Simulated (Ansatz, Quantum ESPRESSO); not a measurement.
# KF (Carobbiite): from the cell to the phonon bands, part 4 of 4

Wanted: phonon bands, density of states and zone-centre response of KF (Carobbiite).

Quantum ESPRESSO 7.5; DFT PBE, scalar-relativistic, plane waves, GBRV ultrasoft pseudopotentials.

So far. Step 12 (The LO-TO splitting (1 0 0)): The field moves one mode, from 170 to 305 cm⁻¹; the others stay. Step 14 (A changed mass): The top of the path falls from 305 to 248 cm⁻¹, a ratio of 0.81; a mode of that atom alone would give 0.71.

## 15. Cross-check with Ansatz

The same cell goes through another code, with its own cutoff. It uses its own PAW datasets, so the potentials differ. Its k mesh is centred on Γ.

This step: DFT PBE, scalar-relativistic, plane waves, PAW (Ansatz 0.2.0).

The input, input.yaml:

```yaml
crystal:
  lattice:
    - [-2.699086694, 0.0, 2.699086694]
    - [0.0, 2.699086694, 2.699086694]
    - [-2.699086694, 2.699086694, 0.0]
  atoms:
    - { symbol: K, position: [0.0, 0.0, 0.0] }
    - { symbol: F, position: [0.5, 0.5, 0.5] }
kpoints:
  mp_grid: { grid: [8, 8, 8] }
hamiltonian:
  xc: pbe
scf:
  occupations: { method: fixed }
output:
  eigenvalues: true
phonons:
  method: dfpt
  dielectric: true
  rigid_motions: translations
  qmesh: [4, 4, 4]
  temperatures: { t_max: 1000, t_step: 50 }
  qpath:
    path:
      - [[0.0, 0.0, 0.0], [0.0, 0.5, 0.5], [0.0, 0.625, 0.375]]
      - [[-0.375, 0.375, 0.0], [0.0, 0.0, 0.0], [0.0, 0.5, 0.0], [-0.25, 0.5, 0.25], [0.0, 0.5, 0.5]]
    npoints: 12
```

Run with:

```console
ansatz run input.yaml --threads 2 --pin off --max-ram 4096MiB --backend cpu --events-out ev --progress --plain --runs-dir out
```

Numbers of over 12 decimals in the logs are rounded to 6 here.

The program printed:

```text
Engine: ansatz 0.2.0, aarch64-unknown-linux-gnu
Pseudopotentials: kind: paw
Pseudopotential: K, paw, valence charge 9, recommended cutoff 420 eV (normal), K.paw.azcp
Pseudopotential: F, paw, valence charge 7, recommended cutoff 420 eV (normal), F.paw.azcp
Functional definition: PBE
  parameter kappa = 0.804
  parameter beta = 0.066725
  exchange = pbe_x(kappa = kappa, mu = beta*pi^2/3)
  correlation = pbe_c(beta = beta)
Crystal: 2 atoms, lattice volume = 39.326 Å³
Basis set: ecut = 420 eV, 749 PW (Γ), exchange–correlation on 54×54×54 points (8 copies of the dense FFT grid, shifted against one another)
Bands: 12, of which v1, the nominal top of the filled ones, is band 8 counted from 1 (7 counted from 0)
Symmetry: 48 space group operations
k-points: 59 of 512 (irreducible under 8 space group operations, time reversal used)
Non-local potential: K, projectors of the file, l = 0: 3, l = 1: 2, l = 2: 2
Non-local potential: F, projectors of the file, l = 0: 2, l = 1: 2, l = 2: 1
PAW form: soft (Blöchl's): semilocal exchange-correlation on the pseudo side does not see the compensation charge
PAW one-centre angular grid: K, 110 points (default); XC on 64 Gauss nodes
PAW one-centre angular grid: F, 110 points (default); XC on 64 Gauss nodes
Initial density: superposition of atomic densities (neutral atoms: chi_scale 0, normalization atom), corrected by the library's trained network
Initial wavefunctions: pseudopotential atomic-orbital guess
Functional: x = pbe(κ = 0.804, μ = 0.219515), c = pbe(β = 0.066725)
SCF iter   1: F=—  HF=-2348.802310 eV  |F-HF|=—  |Δ(HF+E_count)|=         —  Δρ=6.66e-4  dr2=8.79e-5  ethr=1.77e-3  ⟨swp⟩=4.3  Hψ=3818  notcnv=0  defer=103
preconditioner: auto → none  [insulator: Δε(μ)=6.022 eV  Ē_g=17.495 eV  n_scr=14 (ndim 8)  ℏωp=22.2 eV  f_vac=0.138  ε∞_Penn≈2.6]
SCF iter   2: F=—  HF=-2348.802333 eV  |F-HF|=—  |Δ(HF+E_count)|=   2.33e-5  Δρ=1.04e-3  dr2=3.20e-4  ethr=5.49e-7  ⟨swp⟩=2.1  Hψ=1775  notcnv=0  defer=116
SCF iter   3: F=—  HF=-2348.802277 eV  |F-HF|=—  |Δ(HF+E_count)|=   5.54e-5  Δρ=4.17e-4  dr2=5.76e-5  ethr=5.49e-7  ⟨swp⟩=2.0  Hψ=1149  notcnv=0  defer=86
SCF iter   4: F=—  HF=-2348.802299 eV  |F-HF|=—  |Δ(HF+E_count)|=   2.14e-5  Δρ=2.04e-4  dr2=1.10e-5  ethr=3.60e-7  ⟨swp⟩=2.0  Hψ=1233  notcnv=0  defer=27
SCF iter   5: F=—  HF=-2348.802299 eV  |F-HF|=—  |Δ(HF+E_count)|=   2.99e-7  Δρ=1.29e-4  dr2=4.90e-6  ethr=6.85e-8  ⟨swp⟩=1.0  Hψ=708  notcnv=0
SCF iter   6: F=—  HF=-2348.802298 eV  |F-HF|=—  |Δ(HF+E_count)|=   8.12e-7  Δρ=5.65e-5  dr2=9.61e-7  ethr=3.06e-8  ⟨swp⟩=1.9  Hψ=844  notcnv=0
SCF iter   7: F=—  HF=-2348.802299 eV  |F-HF|=—  |Δ(HF+E_count)|=   2.95e-7  Δρ=1.92e-5  dr2=1.13e-7  ethr=6.01e-9  ⟨swp⟩=2.0  Hψ=842  notcnv=0
SCF iter   8: F=—  HF=-2348.802299 eV  |F-HF|=—  |Δ(HF+E_count)|=   2.66e-8  Δρ=4.92e-6  dr2=7.51e-9  ethr=7.03e-10  ⟨swp⟩=2.0  Hψ=876  notcnv=0
SCF iter   9: F=-2348.802299 eV  HF=-2348.802299 eV  |F-HF|=4.59e-11  |Δ(HF+E_count)|=   1.89e-9  Δρ=4.28e-7  dr2=5.53e-11  ethr=1.00e-12  ⟨swp⟩=5.4  Hψ=4165  notcnv=0
SCF 1 converged in 9 iterations: F = -2348.802299 eV  dr2 = 5.53e-11
  greatest PAW one-centre occupation: 0.987 electrons in one spin orbital (limit 2), on the K atom at site 0 (counted from 0), in its partial waves of l = 0
DFPT response loops at Γ: preconditioner auto → none (the input reference at scf.mixing.eps_inf says where Resta's filter doesn't serve); β = 0.50; Broyden in place of MSR1
NSCF: frozen V_eff on 29 k-points
NSCF: frozen V_eff on 576 k-points
DFPT response loops at q = (0, 0, 0.25) (fractional): mixed as the last ones told, above
NSCF: frozen V_eff on 300 k-points
DFPT response loops at q = (0, 0, -0.5) (fractional): mixed as the last ones told, above
NSCF: frozen V_eff on 328 k-points
DFPT response loops at q = (0, 0.25, 0.25) (fractional): mixed as the last ones told, above
NSCF: frozen V_eff on 1024 k-points
DFPT response loops at q = (0, 0.25, -0.5) (fractional): mixed as the last ones told, above
NSCF: frozen V_eff on 576 k-points
DFPT response loops at q = (0, 0.25, -0.25) (fractional): mixed as the last ones told, above
NSCF: frozen V_eff on 190 k-points
DFPT response loops at q = (0, -0.5, -0.5) (fractional): mixed as the last ones told, above
NSCF: frozen V_eff on 328 k-points
DFPT response loops at q = (0.25, -0.5, -0.25) (fractional): mixed as the last ones told, above
SCF converged after 9 iterations
Free energy (F): -2348.802299 eV
Harris-Foulkes:  -2348.802299 eV  (|F-HF|=4.59e-11)
Internal energy: -2348.802299 eV  (E = F + TS)
E sigma→0 (E₀):  -2348.802299 eV
Fermi energy:    1.254827 eV
--- Per-component energies (eV) ---
  E_band       = -129.106755
  E_kinetic    = 461.928838
  E_local      = -1126.731239  (includes V_loc(G=0)·N_el)
  E_nonlocal   = 85.903778
  E_hartree    = 406.677241
  E_xc         = -216.352145
  E_vxc        = -268.924493  (∫ρ·V_xc dr)
  E_paw        = -982.139506  (= ΣΔE_a)
  E_vpaw       = -94.639971  (= ΣTr[D̂ρ^β])
  E_aug_tail   = 0.002064  (compensation charges beyond the density's cutoff)
  E_ewald      = -978.091329
  E_smearing   = -0.000000  (= −TS)
  E_closure    = -0.000000  (closes the sum)
  Σ components = -2348.802299   (vs F -2348.802299, Δ=0.00e0)
--- Band table (eV; the first three rows and the last of 59) ---
  k-point 0: bands = [... 4 lower, -8.2264, 1.2548, 1.2548, 1.2548, 7.2790, 11.8435, 11.8435, 11.8435]
  k-point 1: bands = [... 4 lower, -8.2316, 1.1208, 1.2057, 1.2057, 7.7000, 11.5998, 12.0426, 12.0426]
  k-point 2: bands = [... 4 lower, -8.2440, 0.8372, 1.0897, 1.0897, 8.7568, 11.2510, 12.5316, 12.5316]
  k-point 58: bands = [... 4 lower, -8.4176, 1.0310, 1.1922, 1.1922, 9.4406, 11.3966, 12.8202, 14.5960]
--- Phonons (Γ-DFPT): 2 representative perturbations + reference, on 59 of 512 k-points (Σ response iterations 6) ---
  k mesh reduced under 8 symmetry operations, with k and −k counted as one. Each operation leaves every solved perturbation unchanged. A smaller set is not considered because the run solves the response to a homogeneous field
  ASR residual: 4.069e-4 → 0.000e0 eV/Å²; symmetrization residual: 6.549e-7 eV/Å²
  ASR residual per site (eV/Å²): 5.41e-5 4.07e-4
  Γ frequencies (cm⁻¹): 0.00 0.00 0.00 170.12 170.12 170.12
  ε∞ (high-frequency dielectric tensor):
        1.965972    -0.000000    -0.000000
        0.000000     1.965972     0.000000
        0.000000     0.000000     1.965972
  ε⁰ (static dielectric tensor: ions relaxed, cell fixed):
        6.316667     0.000000    -0.000000
        0.000000     6.316667     0.000000
        0.000000     0.000000     6.316667
  ε⁰ − ε∞ (ionic part):
        4.350695     0.000000     0.000000
        0.000000     4.350695     0.000000
        0.000000     0.000000     4.350695
  softest optical mode at Γ: 170.12 cm⁻¹; the repairs (sum rule, projections) moved no ω² at Γ by more than (2.43 cm⁻¹)²
  Born effective charges Z* (e; rows j = field, columns β = displacement):
    site 0:
         1.13432    0.00000    0.00000
         0.00000    1.13432    0.00000
         0.00000    0.00000    1.13432
    site 1:
        -1.13432    0.00000    0.00000
        -0.00000   -1.13432    0.00000
         0.00000   -0.00000   -1.13432
  Z* charge neutrality: 3.284e-5 e pre-enforcement
  k-mesh period / interband length: 30.5 Å / 0.84 Å = 36.22 at k = (0.0000, 0.0000, 0.0000), direct gap 6.024 eV — 14 or more, which is no proof of convergence
  optical modes at Γ without the LO–TO term, one row a degenerate level:
      ω (cm⁻¹)  modes    IR ((D/Å)²/amu)
        170.12      3             6.9651
  optical modes at Γ + LO–TO along q̂ = [1.0000, 0.0000, 0.0000]:
      ω (cm⁻¹)  modes    IR ((D/Å)²/amu)
        170.12      2             4.6434
        304.94      1             2.3217
  optical modes at Γ + LO–TO along q̂ = [0.0000, 1.0000, 0.0000]:
      ω (cm⁻¹)  modes    IR ((D/Å)²/amu)
        170.12      2             4.6434
        304.94      1             2.3217
  optical modes at Γ + LO–TO along q̂ = [0.0000, 0.0000, 1.0000]:
      ω (cm⁻¹)  modes    IR ((D/Å)²/amu)
        170.12      2             4.6434
        304.94      1             2.3217
--- Phonons (arbitrary-q DFPT): 8 irreducible q on the 4×4×4 mesh ---
  q = [0.0000, 0.0000, 0.0000] (star 1, of the zone-centre solve; hermiticity 9.63e-7, symmetrization 4.85e-14): -0.00 -0.00 -0.00 170.12 170.12 170.12
  q = [0.0000, 0.0000, 0.2500] (star 8, 2 solved perturbations on 288 of 512 k-point pairs; hermiticity 5.77e-7, symmetrization 1.65e-13): 71.62 71.62 115.48 166.28 166.28 286.60
  q = [0.0000, 0.0000, -0.5000] (star 4, 2 solved perturbations on 150 of 512 k-point pairs; hermiticity 4.71e-13, symmetrization 3.38e-13): 106.40 106.40 158.92 158.92 189.52 249.43
  q = [0.0000, 0.2500, 0.2500] (star 6, 4 solved perturbations in 528 linear systems a pass and spin channel, the states on 164 of 512 k-point pairs; hermiticity 4.19e-7, symmetrization 1.33e-13): 64.55 64.55 133.43 174.50 174.50 254.72
  q = [0.0000, 0.2500, -0.5000] (star 24, 4 solved perturbations in 1600 linear systems a pass and spin channel, the states on 512 of 512 k-point pairs; hermiticity 1.08e-6, symmetrization 1.64e-13): 97.29 124.63 156.63 169.60 178.13 221.94
  q = [0.0000, 0.2500, -0.2500] (star 12, 4 solved perturbations in 904 linear systems a pass and spin channel, the states on 288 of 512 k-point pairs; hermiticity 1.12e-6, symmetrization 1.04e-13): 105.89 106.76 155.51 158.72 180.49 242.93
  q = [0.0000, -0.5000, -0.5000] (star 3, 4 solved perturbations in 308 linear systems a pass and spin channel, the states on 95 of 512 k-point pairs; hermiticity 2.31e-6, symmetrization 4.26e-13): 90.28 90.28 164.80 178.13 178.13 196.36
  q = [0.2500, -0.5000, -0.2500] (star 6, 4 solved perturbations in 502 linear systems a pass and spin channel, the states on 164 of 512 k-point pairs; hermiticity 1.38e-6, symmetrization 2.42e-13): 129.81 135.33 135.33 184.09 186.18 186.18
  sum rule: each row above includes the acoustic sum rule's correction from the zone centre's row sums; it moved no ω² by more than (2.41 cm⁻¹)²
  mesh force constants: q→R imaginary residual 3.02e-18; ASR residual 4.069e-4 → 0.000e0 eV/Å²; symmetrization residual 2.665e-15 eV/Å²
  interpolated dispersion: 75 rows × 6 modes
  density of states and harmonic sums: on the 20×20×20 q-mesh, interpolated from the force constants of a 4×4×4 supercell (with the dipole–dipole term)
  largest difference from the sums on the solved wave vectors: F 1.19e-2 eV, S 1.59e-5 and C_V 3.99e-6 eV/K
  zero-point energy: 0.057555 eV/cell   skipped modes (ω ≤ 0): 3   left out of the sums: 6.25e-5 of the cell's modes: C_V's classical limit lies that fraction below 3 k_B per atom; for a crystal, a wire or a layer, F and S can be off by more, and a phonons.interpolated_qmesh denser along its periods is the remedy for the sampling
```

Run time: 84 s. Hardware: 2 threads of Arm Neoverse V2, shared host; peak memory 0.8 GiB.

This step gave:

| Property | Result |
| --- | --- |
| gap on the k-mesh | 6.024 eV |
| sum-rule residual before enforcement | 4.07e-4 eV/Å² |
| miss of the charge sum rule | 3.28e-5 e |
| mean frequency | 154.7 cm⁻¹ |
| Debye temperature (second moment) | 303 K |
| logarithmic mean frequency | 145.5 cm⁻¹ |
| highest optical zone-centre mode (no LO-TO term) | 170.1 cm⁻¹ |
| lowest optical zone-centre mode | 170.1 cm⁻¹ |
| mean high-frequency dielectric constant | 1.966 |
| largest Born charge in size (third of the trace) | 1.134 e |
| mean static dielectric constant | 6.317 |
| highest mode moved by the LO-TO term | 304.9 cm⁻¹ |
| lowest mode on the q mesh (acoustic ones at the zone centre apart) | 64.55 cm⁻¹ |
| zero-point energy per atom | 28.78 meV |

Transverse modes. Lines of the infrared spectrum (strongest = 100):

| position (cm⁻¹) | label | IR intensity ((D/Å)²/amu), degenerate modes summed, relative |
| --- | --- | --- |
| 170 | T1u | 100 |

## 16. Side by side: QE GBRV and Ansatz, PAW

Worked out from the results:

```yaml
root_mean_square_difference: 0.21 cm⁻¹
largest_difference: 0.35 cm⁻¹
root_mean_square_difference_on_the_path: 0.2 cm⁻¹
largest_difference_on_the_path: 0.4 cm⁻¹
```

The 12 of 45 modes that differ most. Frequencies side by side:

```csv
q (reciprocal lattice),mode,QE GBRV (cm⁻¹),"Ansatz, PAW (cm⁻¹)"
0 0 0,4,170.4,170.1
0 0 0,5,170.4,170.1
0 0 0,6,170.4,170.1
0 0 -0.5,3,159.2,158.9
0 0 -0.5,4,159.2,158.9
0 0.25 0.25,4,174.8,174.5
0 -0.5 -0.5,3,165.1,164.8
0 -0.5 -0.5,4,178.5,178.1
0 -0.5 -0.5,5,178.5,178.1
0.25 -0.5 -0.25,4,184.4,184.1
0.25 -0.5 -0.25,5,186.5,186.2
0.25 -0.5 -0.25,6,186.5,186.2
```

The two runs side by side. Further quantities:

```
                                                                               quantity  QE GBRV  Ansatz, PAW
                                                                                mean ε∞    1.961        1.966
largest Born charge in size (e; the first before, the second after the charge sum rule)    1.133        1.134
```

The interpolated bands of the two lie on top of each other.

At the solved wavevectors the largest difference (acoustic modes at Γ apart) is 0.1 % of the highest mode.

## 17. Summary of results

```
space group after relaxation                                       : Fm-3m
volume per atom                                                    : 19.7 Å³
gap on the k-mesh                                                  : 6.02 eV
highest optical zone-centre mode (no LO-TO term)                   : 170.4 cm⁻¹
highest mode moved by the LO-TO term                               : 304.6 cm⁻¹
mean high-frequency dielectric constant                            : 1.96
largest Born charge in size (third of the trace)                   : 1.13 e
mean static dielectric constant                                    : 6.26
q mesh                                                             : 4×4×4
lowest mode on the q mesh (acoustic ones at the zone centre apart) : 64.5 cm⁻¹
zero-point energy per atom                                         : 28.8 meV
heat capacity at 300 K                                             : 23.7 J/(mol atoms K)
vibrational entropy at 300 K                                       : 34.5 J/(mol atoms K)
imaginary modes on the q mesh                                      : none
largest difference from Ansatz, PAW                                : 0.35 cm⁻¹
```

In words: KF (Carobbiite) is dynamically stable on the 4×4×4 mesh; its spectrum reaches 305 cm⁻¹. At the PBE level the optical modes of KF (Carobbiite) at the zone centre (no LO-TO term) lie at 170 cm⁻¹. Along the directions run, the highest mode that the macroscopic field moves lies at 305 cm⁻¹. Lattice motion raises the mean dielectric constant from 1.961 to 6.263. The Born charge of F is -1.133 e against a formal charge of -1, somewhat above it. The Lyddane-Sachs-Teller relation holds: (ωLO/ωTO)² is 3.19 and ε₀/ε∞ is 3.19. QE GBRV and Ansatz, PAW agree to 0.35 cm⁻¹ (0.1 % of the highest mode compared) on all solved modes but the acoustic ones at Γ, without the LO-TO term. These are harmonic frequencies at zero temperature: anharmonic shifts and linewidths and thermal expansion are left out.

[Host names and launcher messages were left out of these logs when they were recorded.]

[Logs are printed without paths, hosts, clocks, repeated set-up lines and the standing remarks that a program may print on its own settings, such as how far it seeks lower states.]

[Hosts, paths, dates, database ids (printed as entryN), source tags and the programs' standing remarks are cut or masked in the printed files.]
